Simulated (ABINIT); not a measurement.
**Converging GW for Ba2ScCuO4 (P4/mmm) in ABINIT**

What does each rung of G0W0 on Ba2ScCuO4 (P4/mmm) cost, and what does it buy?

Method: PBEsol and many-body steps on it, plane waves, in ABINIT 10.8.3.

In doubt: a PseudoDojo file used here is known to give poor structures and forces, which bears on pressures, cells, forces and phonons.

**1. Set-up**

The structure is tetragonal, space group P4/mmm (No. 123). Conventional cell: a = 4.177 Å, b = 4.177 Å, c = 8.079 Å, α = 90.00°, β = 90.00°, γ = 90.00°. Ba has 8 O at 2.81 to 2.97 Å nearest. Sc has 6 O at 2.09 to 2.22 Å nearest. Cu has 2 O at 1.82 Å nearest. Nearest to O lie 2 Sc at 2.09 Å and 4 Ba at 2.81 Å. O has 1 Cu at 1.82 Å and 1 Sc at 2.22 Å and 4 Ba at 2.97 Å nearest. Farther neighbours and most contacts between anions are not listed.

The cell and positions are those that the Materials Project relaxed with its own functionals (PBE, PBE+U or r2SCAN), kept fixed. Spin-orbit coupling is left out unless a step names it.

**2. Empty states on the mesh, 2×2×1 mesh, 292 bands**

This step: ABINIT 10.8.3; DFT, PBEsol, plane waves, norm-conserving pseudopotentials.

The sums over transitions need many empty states on a uniform mesh; this step solves for them.

Contents of run.abi:

```
acell 3*1.0 Angstrom
rprim 
  4.176956000000 0.000000000000 0.000000000000
  0.000000000000 4.176956000000 0.000000000000
  0.000000000000 0.000000000000 8.078857000000
ntypat 4
znucl 56 21 29 8
natom 8
typat 1 1 2 3 4 4 4 4
xred 
  0.500000000000 0.500000000000 0.767977000000
  0.500000000000 0.500000000000 0.232023000000
  0.000000000000 0.000000000000 0.000000000000
  0.000000000000 0.000000000000 0.500000000000
  0.000000000000 0.500000000000 0.000000000000
  0.500000000000 0.000000000000 0.000000000000
  0.000000000000 0.000000000000 0.724671000000
  0.000000000000 0.000000000000 0.275329000000
pp_dirpath "pseudos"
pseudos "Ba.upf, Sc.upf, Cu.upf, O.upf"
ecut 42
ngkpt 2 2 1
nshiftk 1
shiftk 0 0 0
kptopt 1
chksymbreak 0
iscf -2
irdden 1
istwfk *1
nband 292
nbdbuf 26
tolwfr 1e-09
nstep 60
prtvol 0
indata_prefix "in"
outdata_prefix "out"
tmpdata_prefix "tmp"
```

Command:

```console
OMP_NUM_THREADS=1 mpirun -n 4 abinit run.abi > log
```

Numbers of over 12 decimals in the logs are rounded to 6 here.

What it wrote:

```text
.Version 10.8.3 of ABINIT. v10.8.2 released Aug 2026.

 Symmetries : space group P4/m m m (#123); Bravais tP (primitive tetrag.)
[... echo of the input left out ...]
== DATASET  1 ==================================================================
-   mpi_nproc: 4, omp_nthreads: 1 (-1 if OMP is not activated)
-    --> not optimal distribution: autoparal keyword recommended in input file <--

--- !DatasetInfo
iteration_state: {dtset: 1, }
dimensions: {natom: 8, nkpt: 3, mband: 292, nsppol: 1, nspinor: 1, nspden: 1, mpw: 12409, }
cutoff_energies: {ecut:  42.0, pawecutdg:  -1.0, }
[...]
2.91447    2.91447    2.91450    2.92273    2.92946    2.93156    2.93556    2.94402
   2.94743    2.97019    2.97019    2.98497    2.98499    3.01182    3.01229    3.03818
   3.03826    3.04182    3.04358    3.05081
 prteigrs : prtvol=0 or 1, do not print more k-points.

== END DATASET(S) ==============================================================
================================================================================

 -outvars: echo values of variables after computation  --------
            nband         292
             nkpt           3
          spgroup         123
 [... the other variables as echoed above ...]

 Calculation completed.
```

The job ended after 2.8 min (4 MPI ranks of Arm Neoverse V2, shared host; peak memory 0.55 GiB; 11 min of CPU time).

Numbers from this step:

```yaml
gap: 1.956 eV
k_of_the_valence_top: 0.5, 0.5, 0
k_of_the_conduction_bottom: 0.5, 0, 0
least_direct_gap: 1.995 eV
k_points_computed: 3
lowest_point_of_the_top_converged_band_above_the_valence_top: 70.0048 eV
```

On this mesh the gap is 1.956 eV.

The density comes from a self-consistent run that is not shown.

**3. Screening, 2×2×1 mesh, 65 bands, screening to 62.6 eV**

The RPA dielectric matrix is built and inverted for each q.

This step: RPA screening on PBEsol, plane waves, norm-conserving pseudopotentials.

run.abi, as its differences from that of step 2:

```diff
@@ -26,10 +26,11 @@
 chksymbreak 0
-iscf -2
-irdden 1
 istwfk *1
-nband 292
-nbdbuf 26
-tolwfr 1e-09
-nstep 60
-prtvol 0
+occopt 1
+irdwfk 1
+optdriver 3
+nband 65
+ecuteps 2.3
+inclvkb 2
+awtr 1
+symchi 1
 indata_prefix "in"
```

What it wrote:

```text
.Version 10.8.3 of ABINIT. v10.8.2 released Aug 2026.

 Symmetries : space group P4/m m m (#123); Bravais tP (primitive tetrag.)
[... echo of the input left out ...]
== DATASET  1 ==================================================================
-   mpi_nproc: 4, omp_nthreads: 1 (-1 if OMP is not activated)

--- !DatasetInfo
iteration_state: {dtset: 1, }
dimensions: {natom: 8, nkpt: 3, mband: 65, nsppol: 1, nspinor: 1, nspden: 1, mpw: 12409, }
cutoff_energies: {ecut:  42.0, pawecutdg:  -1.0, }
electrons: {nelect:   7.40000000E+01, charge:   0.00000000E+00, occopt:   1.00000000E+00, tsmear:   1.00000000E-02, }

 SCREENING: Calculation of the susceptibility and dielectric matrices

 Based on a program developped by R.W. Godby, V. Olevano, G. Onida, and L. Reining.
 Incorporated in ABINIT by V. Olevano, G.-M. Rignanese, and M. Torrent.
.Using double precision arithmetic ; gwpc =  8

[... cell and pseudopotentials left out ...]
--------------------------------------------------------------------------------

 ==== K-mesh for the wavefunctions ====
 Number of points in the irreducible wedge :     3
[... list of points left out ...]
 Together with 16 symmetry operations and time-reversal symmetry
 yields     4 points in the full Brillouin Zone.

 ==== Q-mesh for the screening function ====
 Number of points in the irreducible wedge :     3
[... list of points left out ...]
 Together with 16 symmetry operations and time-reversal symmetry
 yields     4 points in the full Brillouin Zone.

 setmesh: FFT mesh size selected  =    30x   30x   60
          total number of points  =        54000

 vcoul_init : cutoff-mode = AUXILIARY_FUNCTION
 q-points for optical limit:   1
     1)      0.000010    0.000020    0.000030

- screening: taking advantage of time-reversal symmetry
- Maximum band index for partially occupied states nbvw = 37
- Remaining bands to be divided among processors   nbcw = 28
- Number of bands treated by each node ~7

 Number of electrons calculated from density =   74.0000; Expected =   74.0000
 average of density, n =  0.077797
 r_s =    1.4532
 omega_plasma =   26.9053 [eV]

 calculating chi0 at frequencies [eV] :
  1    0.000000E+00    0.000000E+00
  2    0.000000E+00    2.690533E+01

--------------------------------------------------------------------------------
  q-point number  1        q = ( 0.000000, 0.000000, 0.000000) [r.l.u.]
--------------------------------------------------------------------------------
[... chi0 elements left out ...]
 For q-point:  0.000010 0.000020 0.000030
  dielectric constant =   5.1315
  dielectric constant without local fields =   5.6299

  Average fulfillment of the sum rule on Im[epsilon] for q-point    1 :     26.09  [%]
[... wings left out ...]
  q-point number  2        q = ( 0.500000, 0.000000, 0.000000) [r.l.u.]
--------------------------------------------------------------------------------
[... chi0 elements left out ...]
  Average fulfillment of the sum rule on Im[epsilon] for q-point    2 :     28.14  [%]

 [... 1 further q-points ...]
```

Run time: 14 s. Hardware: 4 MPI ranks; peak memory 1.3 GiB.

This step gave:

```yaml
eps_infinity_with_local_fields_on_this_mesh_along_the_program_s_q_direction: 5.131
the_same_without_local_fields: 5.630
plasma_frequency: 26.91 eV
plane_waves_in_the_screening_matrix: 151
```

Local fields lower ε∞ by 9 %. On a Γ-centred mesh this coarse the value itself is usually too large, while a short band sum pulls it down.

**4. 65 bands, 62.6 eV**

The self-energy is evaluated for the states that the input lists, and the levels follow from it, in one-shot runs by the linearised quasiparticle equation.

This step: G0W0 on PBEsol, plane waves, norm-conserving pseudopotentials.

run.abi, as its differences from that of step 3:

```diff
@@ -29,8 +29,19 @@
 irdwfk 1
-optdriver 3
+optdriver 4
 nband 65
+gwcalctyp 0
+ecutsigx 42
+symsigma 1
+nkptgw 3
+kptgw 
+  0.5000000000 0.5000000000 0.0000000000
+  0.5000000000 0.0000000000 0.0000000000
+  0.0000000000 0.0000000000 0.0000000000
+bdgw 
+  36 39
+  36 39
+  36 39
 ecuteps 2.3
-inclvkb 2
-awtr 1
-symchi 1
+irdscr 1
+ppmodel 1
 indata_prefix "in"
```

What it wrote:

```text
.Version 10.8.3 of ABINIT. v10.8.2 released Aug 2026.

 Symmetries : space group P4/m m m (#123); Bravais tP (primitive tetrag.)
[... echo of the input left out ...]
== DATASET  1 ==================================================================
-   mpi_nproc: 4, omp_nthreads: 1 (-1 if OMP is not activated)

--- !DatasetInfo
iteration_state: {dtset: 1, }
dimensions: {natom: 8, nkpt: 3, mband: 65, nsppol: 1, nspinor: 1, nspden: 1, mpw: 12409, }
cutoff_energies: {ecut:  42.0, pawecutdg:  -1.0, }
electrons: {nelect:   7.40000000E+01, charge:   0.00000000E+00, occopt:   1.00000000E+00, tsmear:   1.00000000E-02, }

 SIGMA: Calculation of the GW corrections

 Based on a program developped by R.W. Godby, V. Olevano, G. Onida, and L. Reining.
 Incorporated in ABINIT by V. Olevano, G.-M. Rignanese, and M. Torrent.
.Using double precision arithmetic ; gwpc =  8

[... cell and pseudopotentials left out ...]
--------------------------------------------------------------------------------

 ==== K-mesh for the wavefunctions ====
 Number of points in the irreducible wedge :     3
[... list of points left out ...]
 Together with 16 symmetry operations and time-reversal symmetry
 yields     4 points in the full Brillouin Zone.

 ==== Q-mesh for screening function ====
 Number of points in the irreducible wedge :     3
[... list of points left out ...]
 Together with 16 symmetry operations and time-reversal symmetry
 yields     4 points in the full Brillouin Zone.

 vcoul_init : cutoff-mode = AUXILIARY_FUNCTION
 q-points for optical limit:   1
     1)      0.000010    0.000020    0.000030
 setmesh: FFT mesh size selected  =    48x   48x   90
          total number of points  =       207360

 Number of electrons calculated from density =   74.0000; Expected =   74.0000
 average of density, n =  0.077797
 r_s =    1.4532
 omega_plasma =   26.9053 [eV]

 === KS Band Gaps ===
  >>>> For spin  1
   Minimum direct gap =   1.9952 [eV], located at k-point      :   0.5000  0.0000  0.0000
   Fundamental gap    =   1.9562 [eV], Top of valence bands at :   0.5000  0.5000  0.0000
                                       Bottom of conduction at :   0.5000  0.0000  0.0000
 SIGMA fundamental parameters:
 PLASMON POLE MODEL  1
 number of plane-waves for SigmaX                12409
 number of plane-waves for SigmaC and W            151
 number of plane-waves for wavefunctions         12409
 number of bands                                    65
 number of independent spin polarizations            1
 number of spinorial components                      1
 number of k-points in IBZ                           3
 number of q-points in IBZ                           3
 number of symmetry operations                      16
 number of k-points in BZ                            4
 number of q-points in BZ                            4
 number of frequencies for dSigma/dE                 9
 frequency step for dSigma/dE [eV]                0.25
 number of omega for Sigma on real axis              0
 max omega for Sigma on real axis  [eV]           0.00
 zcut for avoiding poles [eV]                     0.10

 EPSILON^-1 parameters (SCR file):
 dimension of the eps^-1 matrix on file            151
 dimension of the eps^-1 matrix used               151
 number of plane-waves for wavefunctions         12409
 number of bands                                    65
 number of q-points in IBZ                           3
 number of frequencies                               2
 number of real frequencies                          1
 number of imag frequencies                          1

 matrix elements of self-energy operator (all in [eV])

 Perturbative Calculation

--- !SelfEnergy_ee
iteration_state: {dtset: 1, }
kpoint     : [   0.500,    0.500,    0.000, ]
spin       : 1
KS_gap     :    2.491
QP_gap     :    4.089
Delta_QP_KS:    1.598
data: !SigmaeeData |
     Band     E0 <VxcDFT>   SigX SigC(E0)      Z dSigC/dE  Sig(E)    E-E0       E
       36   5.325 -25.764 -32.578   6.365   0.718  -0.393 -26.086  -0.322   5.003
       37   5.325 -25.764 -32.578   6.365   0.718  -0.393 -26.086  -0.322   5.003
       38   7.816 -10.010  -5.947  -2.514   0.824  -0.213  -8.734   1.277   9.092
       39   7.816 -10.010  -5.947  -2.514   0.824  -0.213  -8.734   1.277   9.092

--- !SelfEnergy_ee
iteration_state: {dtset: 1, }
kpoint     : [   0.500,    0.000,    0.000, ]
spin       : 1
KS_gap     :    1.995
QP_gap     :    3.412
Delta_QP_KS:    1.416
data: !SigmaeeData |
     Band     E0 <VxcDFT>   SigX SigC(E0)      Z dSigC/dE  Sig(E)    E-E0       E
       36   4.822 -26.669 -33.888   6.623   0.717  -0.395 -27.096  -0.427   4.395
       37   5.286 -25.135 -31.781   6.241   0.721  -0.386 -25.427  -0.292   4.994
[...]
--- !SelfEnergy_ee
iteration_state: {dtset: 1, }
kpoint     : [   0.000,    0.000,    0.000, ]
spin       : 1
KS_gap     :    2.402
QP_gap     :    4.081
Delta_QP_KS:    1.679
data: !SigmaeeData |
     Band     E0 <VxcDFT>   SigX SigC(E0)      Z dSigC/dE  Sig(E)    E-E0       E
[...]
37   5.102 -25.786 -32.614   6.365   0.717  -0.395 -26.118  -0.332   4.770
       38   7.504 -19.036 -15.069  -2.248   0.783  -0.276 -17.689   1.347   8.852
       39   8.620 -15.445  -8.319  -3.852   0.799  -0.251 -12.828   2.617  11.237

 New Fermi energy :        2.463840E-01 Ha ,    6.704450E+00 eV

 === QP Band Gaps ===
  >>>> For spin  1
   Minimum direct gap =   3.4115 [eV], located at k-point      :   0.5000  0.0000  0.0000
   Fundamental gap    =   3.4020 [eV], Top of valence bands at :   0.5000  0.5000  0.0000
                                       Bottom of conduction at :   0.5000  0.0000  0.0000

== END DATASET(S) ==============================================================
================================================================================

 -outvars: echo values of variables after computation  --------
           etotal      0.0000000000E+00
            nband          65
             nkpt           3
          spgroup         123
 [... the other variables as echoed above ...]

 Calculation completed.
```

Elapsed: 6.9 s, on 4 MPI ranks; peak memory 0.83 GiB; 27 s of CPU time.

Numbers from this step:

```yaml
g0w0_gap_on_the_points_computed: 3.402 eV
starting_gap_on_the_mesh: 1.956 eV
k_of_the_valence_top: 0.5, 0.5, 0
k_of_the_conduction_bottom: 0.5, 0, 0
z_at_the_valence_top: 0.718
z_at_the_conduction_bottom: 0.823
least_direct_g0w0_gap_on_the_computed_points: 3.411 eV
```

The gap on the mesh goes from 1.96 eV to 3.40 eV, a correction of +1.45 eV.

**5. Screening, 2×2×1 mesh, 130 bands, screening to 114.3 eV**

This step: RPA screening on PBEsol, plane waves, norm-conserving pseudopotentials.

run.abi, as its differences from that of step 4:

```diff
@@ -29,19 +29,8 @@
 irdwfk 1
-optdriver 4
-nband 65
-gwcalctyp 0
-ecutsigx 42
-symsigma 1
-nkptgw 3
-kptgw 
-  0.5000000000 0.5000000000 0.0000000000
-  0.5000000000 0.0000000000 0.0000000000
-  0.0000000000 0.0000000000 0.0000000000
-bdgw 
-  36 39
-  36 39
-  36 39
-ecuteps 2.3
-irdscr 1
-ppmodel 1
+optdriver 3
+nband 130
+ecuteps 4.2
+inclvkb 2
+awtr 1
+symchi 1
 indata_prefix "in"
```

What it wrote:

```text
.Version 10.8.3 of ABINIT. v10.8.2 released Aug 2026.

 Symmetries : space group P4/m m m (#123); Bravais tP (primitive tetrag.)
[... echo of the input left out ...]
== DATASET  1 ==================================================================
-   mpi_nproc: 4, omp_nthreads: 1 (-1 if OMP is not activated)

--- !DatasetInfo
iteration_state: {dtset: 1, }
dimensions: {natom: 8, nkpt: 3, mband: 130, nsppol: 1, nspinor: 1, nspden: 1, mpw: 12409, }
cutoff_energies: {ecut:  42.0, pawecutdg:  -1.0, }
electrons: {nelect:   7.40000000E+01, charge:   0.00000000E+00, occopt:   1.00000000E+00, tsmear:   1.00000000E-02, }

 SCREENING: Calculation of the susceptibility and dielectric matrices

 Based on a program developped by R.W. Godby, V. Olevano, G. Onida, and L. Reining.
 Incorporated in ABINIT by V. Olevano, G.-M. Rignanese, and M. Torrent.
.Using double precision arithmetic ; gwpc =  8

[... cell and pseudopotentials left out ...]
--------------------------------------------------------------------------------

 ==== K-mesh for the wavefunctions ====
 Number of points in the irreducible wedge :     3
[... list of points left out ...]
 Together with 16 symmetry operations and time-reversal symmetry
 yields     4 points in the full Brillouin Zone.

 ==== Q-mesh for the screening function ====
 Number of points in the irreducible wedge :     3
[... list of points left out ...]
 Together with 16 symmetry operations and time-reversal symmetry
 yields     4 points in the full Brillouin Zone.

 setmesh: FFT mesh size selected  =    32x   32x   60
          total number of points  =        61440

 vcoul_init : cutoff-mode = AUXILIARY_FUNCTION
 q-points for optical limit:   1
     1)      0.000010    0.000020    0.000030

- screening: taking advantage of time-reversal symmetry
- Maximum band index for partially occupied states nbvw = 37
- Remaining bands to be divided among processors   nbcw = 93
- Number of bands treated by each node ~23

 Number of electrons calculated from density =   74.0000; Expected =   74.0000
 average of density, n =  0.077797
 r_s =    1.4532
 omega_plasma =   26.9053 [eV]

 calculating chi0 at frequencies [eV] :
  1    0.000000E+00    0.000000E+00
  2    0.000000E+00    2.690533E+01

--------------------------------------------------------------------------------
  q-point number  1        q = ( 0.000000, 0.000000, 0.000000) [r.l.u.]
--------------------------------------------------------------------------------
[... chi0 elements left out ...]
 For q-point:  0.000010 0.000020 0.000030
  dielectric constant =   5.1966
  dielectric constant without local fields =   5.8361

  Average fulfillment of the sum rule on Im[epsilon] for q-point    1 :     47.17  [%]
[... wings left out ...]
  q-point number  2        q = ( 0.500000, 0.000000, 0.000000) [r.l.u.]
--------------------------------------------------------------------------------
[... chi0 elements left out ...]
  Average fulfillment of the sum rule on Im[epsilon] for q-point    2 :     49.43  [%]

 [... 1 further q-points ...]
```

The job ended after 39 s (4 MPI ranks; peak memory 1.6 GiB).

This step gave:

```yaml
eps_infinity_with_local_fields_on_this_mesh_along_the_program_s_q_direction: 5.197
the_same_without_local_fields: 5.836
plasma_frequency: 26.91 eV
plane_waves_in_the_screening_matrix: 379
```

(Part 1 of 2 ends here.)

[Paths, hosts, dates, memory and timing lines, banners, echoed tables and standing remarks are left out of the program output.]

[Logs are printed without paths, hosts, clocks, repeated set-up lines and the standing remarks that a program may print on its own settings, such as how far it seeks lower states.]

[Runs of the session that timed out or met a known fault of the program may be left out.]

[Hosts, paths, dates, database ids (printed as entryN), source tags and the programs' standing remarks are cut or masked in the printed files.]

[G0W0 gaps are taken among the corrected bands and points alone; a level outside them can change the order at an edge.]

[Where Ansatz stands beside ABINIT at settings called matched, ABINIT's density can come from a denser mesh and the files from another edition; pairs whose starting gaps differed by over 0.03 eV were left out, so agreement reads better than it is.]
